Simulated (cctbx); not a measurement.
## YbTiNi across an absorption edge

Space group Pnma (no. 62), a = 6.8040 Å, b = 4.2650 Å, c = 7.2110 Å, α = 90.00°, β = 90.00°, γ = 90.00°.

| atom | mult. | x | y | z | Ueq (Å²) |
| --- | --- | --- | --- | --- | --- |
| Yb1 | 4 | 0.9919 | 3/4 | 0.7112 | 0.0048 |
| Ni1 | 4 | 0.1883 | 3/4 | 0.0754 | 0.0081 |
| Ti1 | 4 | 0.7923 | 3/4 | 0.0917 | 0.0063 |

This is a model crystal, built by substitution and not relaxed, with assumed displacement parameters.

Calculated with cctbx: free-atom f′ and f″ from the Sasaki tables, no fine structure; amplitudes in electrons.

| E (eV) | F 0 1 1 | F 1 0 2 | F 1 1 2 | F 2 0 0 |
| --- | --- | --- | --- | --- |
| 4366 | 155.8 | 9.3 | 143.2 | 117.9 |
| 4716 | 156.6 | 11.7 | 141.8 | 119.4 |
| 4846 | 157.7 | 14.1 | 140.9 | 121.4 |
| 4906 | 159.1 | 16.6 | 140.1 | 123.7 |
| 4936 | 160.6 | 19.2 | 139.4 | 126.0 |
| 4951 | 162.1 | 21.6 | 138.7 | 128.3 |
| 4958 | 163.4 | 23.9 | 138.1 | 130.5 |
| 4962 | 164.9 | 26.3 | 137.4 | 132.7 |
| 4970 | 164.3 | 29.9 | 137.6 | 131.6 |
| 4974 | 162.4 | 26.9 | 138.4 | 128.6 |
| 4981 | 160.7 | 24.5 | 139.1 | 125.9 |
| 4996 | 159.0 | 22.1 | 139.8 | 123.3 |
| 5026 | 157.1 | 19.4 | 140.5 | 120.3 |
| 5116 | 154.5 | 16.0 | 141.4 | 116.3 |
| 5366 | 151.4 | 12.5 | 141.9 | 112.0 |

**Question.** Which edge is crossed, and why do the reflections move as they do?

The K edge of Ti. The edge is at 4966 eV. f′ of Ti falls from -3.5 e at 4846 eV to -7.1 e at 4 eV below it, and f″ steps from 0.44 to 4.00 e across it. Over that approach |F| changes by +5 % (0 1 1), +87 % (1 0 2), -2 % (1 1 2) and +9 % (2 0 0): a reflection falls where Ti scatters in phase with the total and rises where it scatters against it; it hardly moves where the Ti term is small or cancels by symmetry. Above the edge the larger f″ enters the imaginary part, where it can add to or cancel the other atoms' f″. The structure is centrosymmetric, so Friedel mates stay equal.
